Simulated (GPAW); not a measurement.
# A GW chain in GPAW: SrCl2 (Fm-3m)

How does a plane-wave GW calculation on SrCl2 (Fm-3m) run from the first input to the gap?

Program: GPAW 26.7.0. Level of theory: LDA and many-body steps on it, plane waves. Values are calculated unless marked as measured.

## 1. Starting point

It takes space group Fm-3m (No. 225, cubic). Conventional cell: a = 6.977 Å, b = 6.977 Å, c = 6.977 Å, α = 90.00°, β = 90.00°, γ = 90.00°. Nearest to Sr lie 8 Cl at 3.02 Å. Nearest to Cl lie 4 Sr at 3.02 Å. Farther neighbours, and contacts between anions beyond the nearest, are not listed.

The cell and positions come from the Crystallography Open Database and are kept as given unless a step says otherwise.

## 2. Ground state

This step: GPAW 26.7.0; DFT, LDA, plane waves, PAW.

The ground-state density comes first.

run.py reads:

```python
import json
import numpy as np
from gpaw.mpi import world
from ase import Atoms
from gpaw import GPAW, PW, FermiDirac

atoms = Atoms(['Sr', 'Cl', 'Cl'],
    cell=[[0.0000000000, 3.4883500000, 3.4883500000],
      [3.4883500000, 0.0000000000, 3.4883500000],
      [3.4883500000, 3.4883500000, 0.0000000000]],
    scaled_positions=[[0.0000000000, 0.0000000000, 0.0000000000],
      [0.2500000000, 0.2500000000, 0.2500000000],
      [0.7500000000, 0.7500000000, 0.7500000000]],
    pbc=(True, True, True))
calc = GPAW(mode=PW(450),
    xc='LDA',
    kpts={'size': (6, 6, 6), 'gamma': True},
    occupations=FermiDirac(0.001),
    nbands=-7,
    convergence={'density': 1e-6, 'bands': -3},
    maxiter=100,
    txt='gs.txt')
atoms.calc = calc
res = {'energy': atoms.get_potential_energy()}
kpts = calc.get_ibz_k_points()
res['kpts'] = kpts
res['eigenvalues'] = [calc.get_eigenvalues(kpt=k) for k in range(len(kpts))]
res['n_electrons'] = calc.get_number_of_electrons()
calc.write('gs.gpw')

if world.rank == 0:
    with open('result.json', 'w') as f:
        json.dump(res, f, default=lambda x: x.tolist())
```

On the command line:

```
mpirun -n 4 gpaw python run.py
```

Standard output:

```text
__  _  _
 | _ |_)|_||  |
 |__||  | ||/\| - 26.7.0

Input parameters:
  mode=PW(ecut=450.000000),
  convergence={'density': 1e-06, 'bands': -3},
  kpts=MonkhorstPack(size=(6, 6, 6), gamma=True),
  maxiter=100,
  nbands=-7,
  occupations=Occupations(name='fermi-dirac', width=0.001, fixmagmom=False),
  xc=XC(name='LDA')
  [... matrices ...]
Diagonalizing LCAO Hamiltonian
Converting LCAO to pw mode

                        Cl

             Cl

       Sr

Atoms  # Å, Bohr magnetons
|   | symbol |        x |        y |        z |    initial magnetic moments |
| 0 |     Sr | 0.000000 | 0.000000 | 0.000000 | ( 0.0000,  0.0000,  0.0000) |
| 1 |     Cl | 1.744175 | 1.744175 | 1.744175 | ( 0.0000,  0.0000,  0.0000) |
| 2 |     Cl | 5.232525 | 5.232525 | 5.232525 | ( 0.0000,  0.0000,  0.0000) |

Unit cell  # Å
| periodic |        x |        y |        z |  lengths |    angles |
|      yes | 0.000000 | 3.488350 | 3.488350 | 4.933272 | 60.000000 |
|      yes | 3.488350 | 0.000000 | 3.488350 | 4.933272 | 60.000000 |
|      yes | 3.488350 | 3.488350 | 0.000000 | 4.933272 | 60.000000 |

Number of symmetries: 48
Symmetry operations  # r_c * U_cc + t_c -> r_c
|    | kind |            matrix            |
|  0 |  σ   |  1, 0, 0,  1, 0,-1,  1,-1, 0 |
|  1 |  C2  |  1, 0, 0,  1,-1, 0,  1, 0,-1 |
|  2 |  E   |  1, 0, 0,  0, 1, 0,  0, 0, 1 |
|  3 |  σ   |  1, 0, 0,  0, 0, 1,  0, 1, 0 |
|  4 |  C4  |  1, 0,-1,  1, 0, 0,  1,-1, 0 |
|  5 |  S6  |  1, 0,-1,  1,-1, 0,  1, 0, 0 |
|  6 |  σ   |  1, 0,-1,  0, 1,-1,  0, 0,-1 |
|  7 |  C3  |  1, 0,-1,  0, 0,-1,  0, 1,-1 |
|  8 |  S6  |  1,-1, 0,  1, 0, 0,  1, 0,-1 |
|  9 |  C4  |  1,-1, 0,  1, 0,-1,  1, 0, 0 |
| 10 |  C3  |  1,-1, 0,  0,-1, 1,  0,-1, 0 |
| 11 |  σ   |  1,-1, 0,  0,-1, 0,  0,-1, 1 |
| 12 |  σ   |  0, 1, 0,  1, 0, 0,  0, 0, 1 |
| 13 |  C4  |  0, 1, 0,  0, 1,-1, -1, 1, 0 |
| 14 |  C3  |  0, 1, 0,  0, 0, 1,  1, 0, 0 |
| 15 |  S6  |  0, 1, 0, -1, 1, 0,  0, 1,-1 |
| 16 |  C2  |  0, 1,-1,  1, 0,-1,  0, 0,-1 |
| 17 |  σ   |  0, 1,-1,  0, 1, 0, -1, 1, 0 |
| 18 |  S4  |  0, 1,-1,  0, 0,-1,  1, 0,-1 |
| 19 |  C4  |  0, 1,-1, -1, 1, 0,  0, 1, 0 |
| 20 |  C3  |  0, 0, 1,  1, 0, 0,  0, 1, 0 |
| 21 |  σ   |  0, 0, 1,  0, 1, 0,  1, 0, 0 |
| 22 |  S6  |  0, 0, 1,  0,-1, 1, -1, 0, 1 |
| 23 |  C4  |  0, 0, 1, -1, 0, 1,  0,-1, 1 |
| 24 |  S4  |  0, 0,-1,  1, 0,-1,  0, 1,-1 |
| 25 |  C3  |  0, 0,-1,  0, 1,-1,  1, 0,-1 |
| 26 |  C2  |  0, 0,-1,  0,-1, 0, -1, 0, 0 |
| 27 |  S6  |  0, 0,-1, -1, 0, 0,  0,-1, 0 |
| 28 |  S4  |  0,-1, 1,  1,-1, 0,  0,-1, 0 |
| 29 |  C4  |  0,-1, 1,  0, 0, 1, -1, 0, 1 |
| 30 |  C2  |  0,-1, 1,  0,-1, 0,  1,-1, 0 |
| 31 |  σ   |  0,-1, 1, -1, 0, 1,  0, 0, 1 |
| 32 |  C3  |  0,-1, 0,  1,-1, 0,  0,-1, 1 |
| 33 |  S6  |  0,-1, 0,  0, 0,-1, -1, 0, 0 |
| 34 |  S4  |  0,-1, 0,  0,-1, 1,  1,-1, 0 |
| 35 |  C2  |  0,-1, 0, -1, 0, 0,  0, 0,-1 |
| 36 |  C2  | -1, 1, 0,  0, 1, 0,  0, 1,-1 |
| 37 |  S6  | -1, 1, 0,  0, 1,-1,  0, 1, 0 |
| 38 |  S4  | -1, 1, 0, -1, 0, 1, -1, 0, 0 |
| 39 |  C3  | -1, 1, 0, -1, 0, 0, -1, 0, 1 |
| 40 |  S6  | -1, 0, 1,  0, 0, 1,  0,-1, 1 |
| 41 |  C2  | -1, 0, 1,  0,-1, 1,  0, 0, 1 |
| 42 |  C3  | -1, 0, 1, -1, 1, 0, -1, 0, 0 |
| 43 |  S4  | -1, 0, 1, -1, 0, 0, -1, 1, 0 |
| 44 |  C2  | -1, 0, 0,  0, 0,-1,  0,-1, 0 |
| 45 |  i   | -1, 0, 0,  0,-1, 0,  0, 0,-1 |
| 46 |  σ   | -1, 0, 0, -1, 1, 0, -1, 0, 1 |
| 47 |  C2  | -1, 0, 0, -1, 0, 1, -1, 1, 0 |

BZ-sampling:
  Number of BZ points: 216
  Number of IBZ points: 16

  Monkhorst-Pack size: [6, 6, 6]
  Monkhorst-Pack shift: [0.083333, 0.083333, 0.083333]

K-points  # in reciprocal-cell coordinates
|     |                                coordinates |     weight |
|   0 | (  0.00000000,   0.00000000,   0.00000000) | 0.00462963 |
|   1 | (  0.16666667,   0.16666667,   0.00000000) | 0.02777778 |
|   2 | (  0.16666667,   0.16666667,   0.16666667) | 0.03703704 |
|   3 | (  0.33333333,   0.16666667,   0.16666667) | 0.05555556 |
|   4 | (  0.33333333,   0.33333333,  -0.33333333) | 0.05555556 |
|   5 | (  0.33333333,   0.33333333,   0.00000000) | 0.02777778 |
|   6 | (  0.33333333,   0.33333333,   0.16666667) | 0.11111111 |
|   7 | (  0.33333333,   0.33333333,   0.33333333) | 0.03703704 |
|   8 | (  0.50000000,   0.33333333,  -0.33333333) | 0.11111111 |
|   9 | (  0.50000000,   0.33333333,  -0.16666667) | 0.05555556 |
| ... |                                            |            |
|  15 | (  0.50000000,   0.50000000,   0.50000000) | 0.01851852 |

Plane wave coefficients: 1868
Cutoff: 450.000000 eV

Spin-components: 1 (collinear spins)
Bands:           19
Projectors:      15
Spin-degeneracy: 2
Datatype:        complex128

  Storage: CPU
  Wave functions: 8_935_168 bytes (2_233_792 per core)
  Projectors: 10_345_984 bytes (2_586_496 per core)
  [... matrices ...]
Parallelization:
  kpt:    4
  domain: 1
  band:   1

Density:
  Valence electrons: 24.0
  Components: 1
  Grid points: [25 25 25]
  Charge: 0.0  # |e|

Potential:
  Grid points: [25 25 25]

species:
  Sr:
    name:    Strontium
    Z:       38.0
    valence: 10
    core:    28
    charge:  0.0  # [|e|]
    compensation charges:
      type: gauss
      rc: 0.40  # [Å]
      lmax: 2
    cutoffs:
      filter: 2.39  # [Å]
      core: 1.85  # [Å]
    projectors
    | kind |    occ | energy [eV] | rcut [Å] |
    |   4s |  2.000 |     -40.901 |    1.291 |
    |   5s |  2.000 |      -3.641 |    1.291 |
    |   4p |  6.000 |     -22.864 |    1.291 |
    |    p |        |       4.348 |    1.291 |
    |    d |        |       0.000 |    1.254 |

    Using partial waves for Sr as LCAO basis

  Cl:
    name:    Chlorine
    Z:       17.0
    valence: 7
    core:    10
    charge:  0.0  # [|e|]
    compensation charges:
      type: gauss
      rc: 0.25  # [Å]
      lmax: 2
    cutoffs:
      filter: 1.40  # [Å]
      core: 1.49  # [Å]
    projectors
    | kind |    occ | energy [eV] | rcut [Å] |
    |   3s |  2.000 |     -20.688 |    0.794 |
    |   3p |  5.000 |      -8.701 |    0.794 |
    |    s |        |       6.523 |    0.794 |
    |    p |        |      18.511 |    0.794 |
    |    d |        |       0.000 |    0.794 |

    Using partial waves for Cl as LCAO basis

Reference energy: -111434.994330  # eV

eigensolver:
  PPCG
  Converge bands: -3
  niter=2

density mixing:
  MSR1-Mixer
  Pratt-step length: 0.05
  Maximum mixing coefficient: 0.75
  Old densities: 10
  SVD Regularization: 0.005
  Good broyden scale: 1.0
  Trust region scale: 1.0
  Backstep threshold: 4.0
  History deletion threshold: 6.0
  Fourier metric: weight=20.0, sigma=0.015

occupation numbers:
  Fermi-Dirac:
    width: 0.0010  # eV

poisson solver:
  ecut: 3600.000000  # eV

xc functional:
  name: None

Initialization done in: 1.085 s

convergence criteria:
- Maximum integral of absolute [dens]ity change: 1e-06 electrons / valence electron
- Maximum [total energy] change in last 3 cyles: 0.0005 eV / valence electron
- Maximum integral of absolute [eigenst]ate change: 4e-08 eV^2 / valence electron
maximum number of iterations: 100

SCF iterations
|iter     |     time |      energy | eigst |  dens |
|iter:   1|  |  -14.204996 | +1.49 |       |
|iter:   2|  |  -14.179991 | +0.35 | -1.28 |
|iter:   3|  |  -14.025728 | -0.16 | -1.31 |
|iter:   4|  |  -14.028032 | -0.84 | -1.89 |
|iter:   5|  |  -14.028794c| -2.06 | -2.30 |
|iter:   6|  |  -14.028808c| -3.21 | -3.04 |
|iter:   7|  |  -14.028808c| -4.27 | -4.00 |
|iter:   8|  |  -14.028808c| -5.16 | -4.58 |
|iter:   9|  |  -14.028808c| -6.05 | -5.37 |
|iter:  10|  |  -14.028808c| -6.95 | -6.10c|
|iter:  11|  |  -14.028808c| -7.51c| -6.65c|

Converged in 11 steps
SCF loop duration: 3.295 s (0.300 s/step)
Energy contributions relative to reference atoms: (reference = -111434.994330)
  [... matrices ...]
Energy contributions:
  Kinetic:           8.317565
  Coulomb:          -8.116383
  Zero:             -0.206835
  External:          0.000000
  Xc:              -14.023156
  Entropy:          -0.000000
  Spinorbit:         0.000000
  ----------------------------
  Free energy:     -14.028808
  Extrapolated:    -14.028808

dipole moment: (-27.321783, -27.321783, -27.321783)  # |e|*Ang

Fermi level: 3.542
Eigenvalues  # (at kpt = [0.000, 0.000, 0.000])
| band index |      eig [eV] | occ [0-2] |
|          0 |       -31.275 |     2.000 |
|        ... |               |           |
|          4 |       -11.810 |     2.000 |
|          5 |       -10.932 |     2.000 |
|          6 |        -0.734 |     2.000 |
|          7 |        -0.734 |     2.000 |
|          8 |        -0.734 |     2.000 |
|          9 |         1.091 |     2.000 |
|         10 |         1.091 |     2.000 |
|         11 |         1.091 |     2.000 |
|         12 |         6.321 |     0.000 |
|         13 |         7.284 |     0.000 |
|         14 |         7.284 |     0.000 |
|         15 |        10.067 |     0.000 |
|         16 |        10.067 |     0.000 |
|         17 |        10.554 |     0.000 |
|         18 |        10.664 |     0.000 |

Gap: 4.883 eV
Transition (v -> c):
  (s=0, k=12, n=11, [0.50, 0.50, 0.00]) -> (s=0, k=0, n=12, [0.00, 0.00, 0.00])
Direct/indirect transitions are different
Direct gap: 5.167 eV
Transition at: (s=0, k=12, n=11, [0.50, 0.50, 0.00])
# Writing to gs.gpw (mode='')
  [... matrices ...]
```

Wall time 6.2 s (4 MPI ranks of Arm Neoverse V1, shared host); peak memory 0.63 GiB; 24 s of CPU time.

Numbers from this step:

| Property | Result |
| --- | --- |
| total energy | -14.03 eV |
| gap | 4.883 eV |
| k of the valence top | 0.5, 0.5, 0 |
| k of the conduction bottom | 0, 0, 0 |
| least direct gap | 5.167 eV |

The gap is indirect, with the least direct gap 0.28 eV higher.

## 3. Empty states on the mesh, 4×4×4 mesh, 111 bands

The sums over transitions need many empty states on a uniform mesh; this step solves for them.

run.py reads:

```python
import json
import numpy as np
from gpaw.mpi import world
from gpaw import GPAW

calc = GPAW('gs.gpw').fixed_density(kpts={'size': (4, 4, 4), 'gamma': True},
    nbands=129,
    convergence={'bands': 111},
    txt='nscf.txt')
calc.write('full.gpw', mode='all')
res = {}
kpts = calc.get_ibz_k_points()
res['kpts'] = kpts
res['eigenvalues'] = [calc.get_eigenvalues(kpt=k) for k in range(len(kpts))]
res['n_electrons'] = calc.get_number_of_electrons()

if world.rank == 0:
    with open('result.json', 'w') as f:
        json.dump(res, f, default=lambda x: x.tolist())
```

On the command line:

```
mpirun -n 4 gpaw python run.py
```

Standard output:

```text
Diagonalizing LCAO Hamiltonian
Converting LCAO to pw mode
convergence criteria:
- Maximum integral of absolute [eigenst]ate change: 4e-08 eV^2 / valence electron
maximum number of iterations: 100

SCF iterations
|iter     |     time |      energy | eigst |  dens |
|iter:   1|  |             | +4.10 |       |
|iter:   2|  |             | +2.93 |       |
|iter:   3|  |             | +1.77 |       |
[...]
|iter:  11|  |             | -6.69 |       |
|iter:  12|  |             | -7.14 |       |
|iter:  13|  |             | -7.74c|       |
SCF steps: 13
  __  _  _
 | _ |_)|_||  |
 |__||  | ||/\| - 26.7.0

Input parameters:
  mode=PW(ecut=450.000000),
  convergence={'bands': 111},
  gpts=array([25, 25, 25]),
  kpts=MonkhorstPack(size=(4, 4, 4), gamma=True),
  maxiter=100,
  nbands=129,
  occupations=Occupations(name='fermi-dirac', width=0.001, fixmagmom=False),
  parallel={},
  xc=XC(name='LDA')
# Writing to full.gpw (mode='all')
  [... matrices ...]

timing:  # [seconds]
  Total: 0.039  # ━━━━━━━━━━━━━━━━━━━━━━━━━━━━━━━━━━━━━━━━━━━━━━━━━━━━━━━━━━━
```

Wall time 15 s (4 MPI ranks); peak memory 0.73 GiB.

Numbers from this step:

| Quantity | Value |
| --- | --- |
| gap | 4.883 eV |
| k of the valence top | 0.5, 0.5, 0 |
| k of the conduction bottom | 0, 0, 0 |
| least direct gap | 5.167 eV |
| k points computed | 8 |
| lowest point of the top converged band, above the valence top | 58.6740 eV |

On this mesh the gap is 4.883 eV.

## 4. Screening and self-energy, 4×4×4 mesh, 101 bands, screening to 65 eV

G0W0 replaces the xc potential by the self-energy, built once from these orbitals. Only a window of levels is corrected, while the sums run over the empty bands that the input names.

This step: G0W0 on LDA, plane waves, PAW.

run.py reads:

```python
import json
import numpy as np
from gpaw.mpi import world
from gpaw.response.g0w0 import G0W0

gw = G0W0('full.gpw',
    filename='gw',
    kpts=[0, 5],
    bands=(10, 14),
    ecut=65,
    nbands=101,
    integrate_gamma='WS',
    ppa=True)
gw.calculate()
res = {mode: {k: v for k, v in r.items() if k != 'sigma_eskwn'}
       for mode, r in gw.all_results.items()}

if world.rank == 0:
    with open('result.json', 'w') as f:
        json.dump(res, f, default=lambda x: x.tolist())
```

On the command line:

```
mpirun -n 4 gpaw python run.py
```

Standard output:

```text
Using integrator: PointIntegrator
FrequencyGridDescriptor(from 0.000+0.000j to 0.000+27.211j eV, 2 points)
Nonperiodic BCs:  [False False False]
Using integrator: PointIntegrator
FrequencyGridDescriptor(from 0.000+0.000j to 0.000+27.211j eV, 2 points)
Nonperiodic BCs:  [False False False]
  ___  _ _ _
 |   || | | |
 | | || | | |
 |__ ||_____|
 |___|

BZ k-points: Symmetries present (total): 48

  [... matrices ...]
64 k-points: 4 x 4 x 4 Monkhorst-Pack grid + [1/8,1/8,1/8]
8 k-points in the irreducible part of the Brillouin zone
       k-points in crystal coordinates                weights
   0:     0.00000000    0.00000000    0.00000000          1/64
   1:     0.25000000    0.25000000    0.00000000          6/64
   2:     0.25000000    0.25000000    0.25000000          8/64
   3:     0.50000000    0.25000000   -0.25000000          6/64
   4:     0.50000000    0.25000000    0.25000000         12/64
   5:     0.50000000    0.50000000    0.00000000          3/64
   6:     0.50000000    0.50000000    0.25000000         24/64
   7:     0.50000000    0.50000000    0.50000000          4/64

Distributing spins, k-points and bands (1 x 2 x 4) over 4 processes
Number of blocks: 1

Quasi particle states:
k-points (IBZ indices): [0, 5]
Band range: (10, 14)
  [... matrices ...]
Computational parameters:
Plane wave cut-off: 65 eV
Number of bands: 101
Coulomb cutoff: None
Broadening: 0.1 eV

fxc modes: GW
Kernel: RPA
Using Godby-Needs plasmon-pole approximation:
  Fitting energy: i*E0, E0 = 1.000 Hartree
Summing all q:

Calculating screened Coulomb potential
No Coulomb truncation
FrequencyGridDescriptor(from 0.000+0.000j to 0.000+27.211j eV, 2 points)
Removing empty qpoint cache files...

Calculating chi0 body with:
    Ground state adapter containing:
    Number of spins: 1
    Number of kpoints: 64
    Number of irreducible kpoints: 8
    Number of completely occupied states: 12
    Number of partially occupied states: 12
    Occupied states memory: 2.861023 M / cpu

    Linear response parametrization:
    q_c: [0.0, 0.0, 0.0]
    Number of frequency points: 2
    Planewave cutoff: 65.0
    Number of bands: 101
    Number of planewaves: 113
    Broadening (eta): 1e-06
    comm.size: 4
    kncomm.size: 4
    blockcomm.size: 1

    Memory estimate of potentially large arrays:
        chi0_wGG: 0.389679 M / cpu
Integrating chi0 body.

Symmetries of q_c:
    Direct symmetries (Uq -> q): 48
    Indirect symmetries (TUq -> q): 0
In total 48 allowed symmetries.

  [... matrices ...]
8 groups of equivalent kpoints. 87.5% reduction.

Integral kind: response function
Integrating chi0 head and wings.

Symmetries of q_c:
    Direct symmetries (Uq -> q): 48
    Indirect symmetries (TUq -> q): 0
In total 48 allowed symmetries.

  [... matrices ...]
8 groups of equivalent kpoints. 87.5% reduction.

Integral kind: response function wings

Calculating chi0 body with:
    Ground state adapter containing:
    Number of spins: 1
    Number of kpoints: 64
    Number of irreducible kpoints: 8
    Number of completely occupied states: 12
    Number of partially occupied states: 12
    Occupied states memory: 2.861023 M / cpu

    Linear response parametrization:
[... the further q-points ...]

Results:
f:      Occupation numbers
eps:     KS-eigenvalues [eV]
vxc:     KS vxc [eV]
exx:     Exact exchange [eV]
sigma:   Self-energies [eV]
dsigma:  Self-energy derivatives
Z:       Renormalization factors
qp:      QP-energies [eV]

k-point 0 (0): (0.000, 0.000, 0.000)                GW
band       f     eps     vxc     exx   sigma  dsigma       Z      qp
                                                                   GW
  10   1.000   1.091 -16.951 -21.000   2.585  -0.228   0.814  -0.101
  11   1.000   1.091 -16.951 -21.000   2.585  -0.228   0.814  -0.101
  12   0.000   6.321  -9.853  -5.339  -3.215  -0.160   0.862   7.441
  13   0.000   7.284 -11.111  -5.647  -3.342  -0.167   0.857   9.102

k-point 1 (5): (0.500, 0.500, 0.000)                GW
band       f     eps     vxc     exx   sigma  dsigma       Z      qp
                                                                   GW
  10   1.000   1.031 -16.820 -20.818   2.565  -0.229   0.814  -0.136
  11   1.000   1.437 -17.371 -21.317   2.558  -0.228   0.814   0.308
  12   0.000   6.604  -9.757  -4.887  -3.175  -0.161   0.861   8.065
  13   0.000   8.274 -12.906  -7.106  -3.432  -0.173   0.853  10.294
```

It took 26 s on 4 MPI ranks; peak memory 1.1 GiB; 1.7 min of CPU time.

This step gave:

```yaml
g0w0_gap_on_the_mesh: 7.133 eV
least_direct_g0w0_gap_on_the_computed_points: 7.541 eV
z_at_the_valence_top: 0.8141
z_at_the_conduction_bottom: 0.8622
starting_gap_on_the_mesh: 4.883 eV
k_of_the_valence_top: 0.5, 0.5, 0
k_of_the_conduction_bottom: 0, 0, 0
```

The gap on the mesh goes from 4.88 eV to 7.13 eV, a correction of +2.25 eV.

Limits: finite bands, cutoff and mesh; no spin-orbit coupling. v1 is the top filled band, c1 the lowest empty one. Levels before and after the correction, in eV, zero at the valence-band top of each column:

```
           conduction bottom  valence top
Kohn-Sham               4.88         0.00
     G0W0               7.13         0.00
```

```
                    level  energy (eV)
Kohn-Sham         Γ v2-v1       -0.346
Kohn-Sham            Γ c1        4.883
Kohn-Sham            Γ c2        5.847
Kohn-Sham  (0.5 0.5 0) v2       -0.407
Kohn-Sham  (0.5 0.5 0) v1        0.000
Kohn-Sham  (0.5 0.5 0) c1        5.167
Kohn-Sham  (0.5 0.5 0) c2        6.837
     G0W0         Γ v2-v1       -0.409
     G0W0            Γ c1        7.133
     G0W0            Γ c2        8.794
     G0W0  (0.5 0.5 0) v2       -0.444
     G0W0  (0.5 0.5 0) v1        0.000
     G0W0  (0.5 0.5 0) c1        7.757
     G0W0  (0.5 0.5 0) c2        9.986
```

## 5. Where the time went

Times are wall times on 4 MPI ranks of Arm Neoverse V1, shared host, good to a factor of about two.

```
                     step   time  share  memory (GiB)
             ground state  6.2 s   13 %          0.63
 empty states on the mesh   15 s   33 %          0.73
screening and self-energy   26 s   54 %           1.1
```

## 6. Results

* LDA gap: 4.88 eV, indirect
* G0W0 gap on the mesh: 7.13 eV
* GW settings: 4×4×4 mesh, 101 bands, screening to 65 eV, Godby-Needs plasmon pole
* known limits: short of the basis limit; no spin-orbit coupling

G0W0 moves the gap on the mesh from 4.88 eV to 7.13 eV (+2.25 eV), with Z of 0.81 and 0.86 at the edges. The dearest step here is «screening and self-energy». Bands and cutoff are finite, so the gap stands short of the basis limit, usually by up to a few tenths of an eV; the mesh is an error of its own. The many-body steps are scalar-relativistic: spin-orbit coupling is not in them.

[Long decimals in the printed logs are rounded to 6 places.]

[Logs are printed without paths, hosts, clocks, repeated set-up lines and the standing remarks that a program may print on its own settings, such as how far it seeks lower states.]

[Paths, hosts, dates, memory and timing lines, banners, echoed tables and standing remarks are left out of the program output; an Ansatz launch command may be rebuilt from the run's recorded settings. Measured values are a selection of at most five: reports struck by readers or far from the other reports are left out. None is set beside runs whose start may be inverted or whose files or cutoffs have a known fault.]

[Runs of the session that timed out or met a known fault of the program may be left out.]

[Hosts, paths, dates, database ids (printed as entryN), source tags and the programs' standing remarks are cut or masked in the printed files.]

[Where the starting crystal was built by hand or by swapping elements, it need not be the compound's stable phase.]
